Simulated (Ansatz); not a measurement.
# The 3-layer 1T-HfS2 (AA) between two gates, part 2 of 2

Aim: screening and gap of the neutral 3-layer 1T-HfS2 (AA) between oppositely charged gates.

Ansatz 0.2.0; plane-wave DFT, PBE-D3(BJ), Ansatz PAW.

So far, gap along the path (eV): step 3 (gated layer, displacement field 0) 1.09; step 5 (displacement field -1.81 V/nm) 0.816; step 6 (displacement field 3.62 V/nm) 0.459; step 7 (displacement field -3.62 V/nm) 0.459; step 8 (displacement field 5.43 V/nm) 0.137.

### 9. The series together

This step: plane-wave DFT, PBE-D3(BJ), Ansatz PAW; response to a displacement field between two gates (Ansatz 0.2.0).

The potential behind each gate is read from every run and counted from the uncharged case.

This step gave:

| Item | Value |
| --- | --- |
| electrostatic distance between the gates | 12.18 Å |
| geometric distance between the gates | 26.47 Å |

Electron's potential behind the upper gate less behind the lower, less the value without field. The step of the electron's potential energy between the gates by displacement field D/eps0:

| displacement field D/eps0 (V/nm) | step of the electron's potential energy between the gates (eV) |
| --- | --- |
| -3.62 | -4.42 |
| -1.81 | -2.21 |
| 0.00 | 0 |
| 1.81 | 2.21 |
| 3.62 | 4.42 |
| 5.43 | 6.58 |

The smaller of the gaps on the path and on the k-mesh, counted as 0 under 0.03 eV. Gap against displacement field D/eps0:

```
displacement field D/eps0 (V/nm)  gap (eV)
                           -3.62     0.459
                           -1.81     0.816
                            0.00      1.09
                            1.81     0.816
                            3.62     0.459
                            5.43     0.137
```

By hand: 5.43 V/nm over the 26.47 Å between the sheets would give 14.37 V in vacuum; the run has 6.58 V, as over 12.13 Å.

### 10. The same run with other settings: basis.ecutrho_ratio = 12

This step: plane-wave DFT, PBE-D3(BJ), Ansatz PAW (Ansatz 0.2.0).

A run with a changed input: it repeats the earlier run at 1.81 V/nm with basis.ecutrho_ratio to 12; its output block differs too.

The input, input.yaml:

```yaml
crystal:
  lattice:
    - [3.609784964, 0.0, 0.0]
    - [-1.804892482, 3.1261654811, 0.0]
    - [0.0, 0.0, 60.0735898856]
  atoms:
    - { symbol: S, position: [0.6666666667, 0.3333333333, 0.3795345017] }
    - { symbol: Hf, position: [0.0, 0.0, 0.4038185655] }
    - { symbol: S, position: [0.3333333333, 0.6666666667, 0.4280480661] }
    - { symbol: S, position: [0.6666666667, 0.3333333333, 0.4757804978] }
    - { symbol: Hf, position: [0.0, 0.0, 0.5] }
    - { symbol: S, position: [0.3333333333, 0.6666666667, 0.5242195022] }
    - { symbol: S, position: [0.6666666667, 0.3333333333, 0.5719519339] }
    - { symbol: Hf, position: [0.0, 0.0, 0.5961814345] }
    - { symbol: S, position: [0.3333333333, 0.6666666667, 0.6204654983] }
  periodic: [true, true, false]
  symmetry: { detect: true }
kpoints:
  mp_grid: { grid: [24, 24, 1] }
  band_path:
    path: [[0, 0, 0], [0.5, 0, 0], [0.33333333, 0.33333333, 0], [0, 0, 0]]
    npoints: 16
hamiltonian:
  xc: pbe
  dispersion: d3bj
scf:
  occupations: { method: fermi_dirac, width: 0.02585 }
  convergence: { dr2_threshold: 1.0e-10 }
output:
  forces: true
  eigenvalues: true
  write_potential: true
  write_density: true
  volumetric_format: npy
external_charges:
  - { charge: 0, barrier: 10, axis: 3, height: 41.774, sigma: 0.25 }
  - { charge: -0.011285, axis: 3, height: 43.274, sigma: 0.5 }
  - { charge: 0, barrier: 10, axis: 3, height: 18.3, sigma: 0.25 }
  - { charge: 0.011285, axis: 3, height: 16.8, sigma: 0.5 }
basis:
  ecutrho_ratio: 12
```

Run with:

```
> ansatz run input.yaml --threads 4 --pin off --max-ram 6144MiB --backend cpu --events-out ev --progress --plain --runs-dir out
```

Elapsed: 3.6 min, on 4 threads of Arm Neoverse V2, shared host; peak memory 3.4 GiB.

Numbers from this step:

| Quantity | Value |
| --- | --- |
| gap along the path | 0.8160 eV |
| smallest direct gap along the path | 1.694 eV |
| gap, the smaller of path and mesh | 0.8160 eV |
| potential beyond the upper barrier and gate, less the barrier, from the Fermi level | 6.873 eV |

Electronic bands along the path, in eV, zero at the Fermi level of the run, which the smearing sets inside the gap:

```
  point  band 54  band 55  band 56  band 57  band 58  band 59  band 60  band 61
      Γ    -0.62    -0.62    -0.39    -0.39     1.30     1.30     1.47     1.47
halfway    -1.46    -1.28    -1.16    -0.84     0.87     1.05     1.24     2.59
      M    -1.86    -1.66    -1.45    -1.42     0.42     0.60     0.81     3.43
halfway    -2.28    -2.22    -1.96    -1.70     1.27     1.47     1.69     3.18
      K    -2.43    -2.29    -2.23    -2.13     2.06     2.24     2.46     2.78
halfway    -1.99    -1.41    -1.21    -1.00     1.59     1.76     1.86     2.01
      Γ    -0.62    -0.62    -0.39    -0.39     1.30     1.30     1.47     1.47
```

Force by atom:

```csv
atom,x (eV/Å),y (eV/Å),z (eV/Å),size
S1,0.0000,0.0000,-0.0371,0.0371
Hf2,0.0000,0.0000,0.0684,0.0684
S3,0.0000,0.0000,-0.0319,0.0319
S4,0.0000,0.0000,-0.0311,0.0311
Hf5,0.0000,0.0000,0.0627,0.0627
S6,0.0000,0.0000,-0.0315,0.0315
S7,0.0000,0.0000,-0.0322,0.0322
Hf8,0.0000,0.0000,0.0687,0.0687
S9,0.0000,0.0000,-0.0358,0.0358
```

| quantity | this run | earlier run | difference |
| --- | --- | --- | --- |
| gap along the path (eV) | 0.8160 | 0.8160 | -2.0e-6 |
| smallest direct gap along the path (eV) | 1.694 | 1.694 | -2.0e-6 |
| potential beyond the upper barrier and gate, less the barrier, from the Fermi level (eV) | 6.873 | 6.873 | 1.9e-5 |

Nothing in the table moves by 0.01 in its unit.

### 11. A changed input

This step: plane-wave DFT, PBE-D3(BJ), Ansatz PAW, but for the change named below (Ansatz 0.2.0).

An input spoilt on purpose, to show how the run answers: it repeats the earlier run at 1.81 V/nm with magnetization to spin_polarized: true, spin_orbit: true and hamiltonian.pseudopotentials to kind: nc, and scf.max_iter set to 60; its output block differs too.

input.yaml: that of step 10 with these lines changed.

```diff
@@ -25,2 +25,3 @@
   dispersion: d3bj
+  pseudopotentials: { kind: nc }
 scf:
@@ -28,2 +29,3 @@
   convergence: { dr2_threshold: 1.0e-10 }
+  max_iter: 60
 output:
@@ -39,3 +41,4 @@
   - { charge: 0.011285, axis: 3, height: 16.8, sigma: 0.5 }
-basis:
-  ecutrho_ratio: 12
+magnetization:
+  spin_polarized: true
+  spin_orbit: true
```

Wall time 0.01 s (4 threads); peak memory 0.07 GiB.

The input was rejected at the start.

The program's message: “Error: 2 input errors — fix all and re-run”

The fault put into the input: spin-orbit coupling asked of a collinear run on scalar files.

### 12. Summary of results

| Item | Value |
| --- | --- |
| gap with uncharged gates | 1.09 eV |
| electrostatic distance between the gates | 12.2 Å |
| geometric distance between the gates | 26.5 Å |
| gap at 5.43 V/nm | 0.137 eV |

The gap goes from 1.09 to 0.14 eV at 5.4 V/nm. The layers screen the field: the voltage is that of a vacuum gap 14.3 Å narrower than the real distance. The gates are charged sheets behind model barriers, not atoms. Gaps are the smaller of those on the path and on the mesh; band edges between these points would make them smaller still. Spin-orbit coupling is left out, which matters for the bands of elements this heavy.

[Long decimals in the printed logs are rounded to 6 places.]

[Logs are printed without paths, hosts, clocks, repeated set-up lines and the standing remarks that a program may print on its own settings, such as how far it seeks lower states.]

[Hosts, paths, dates, database ids (printed as entryN), source tags and the programs' standing remarks are cut or masked in the printed files.]

[Maps of the electrostatic potential energy from Ansatz leave out the sawtooth potential of an applied field or a dipole correction, so their vacuum need not be flat; planar profiles and work functions include it.]
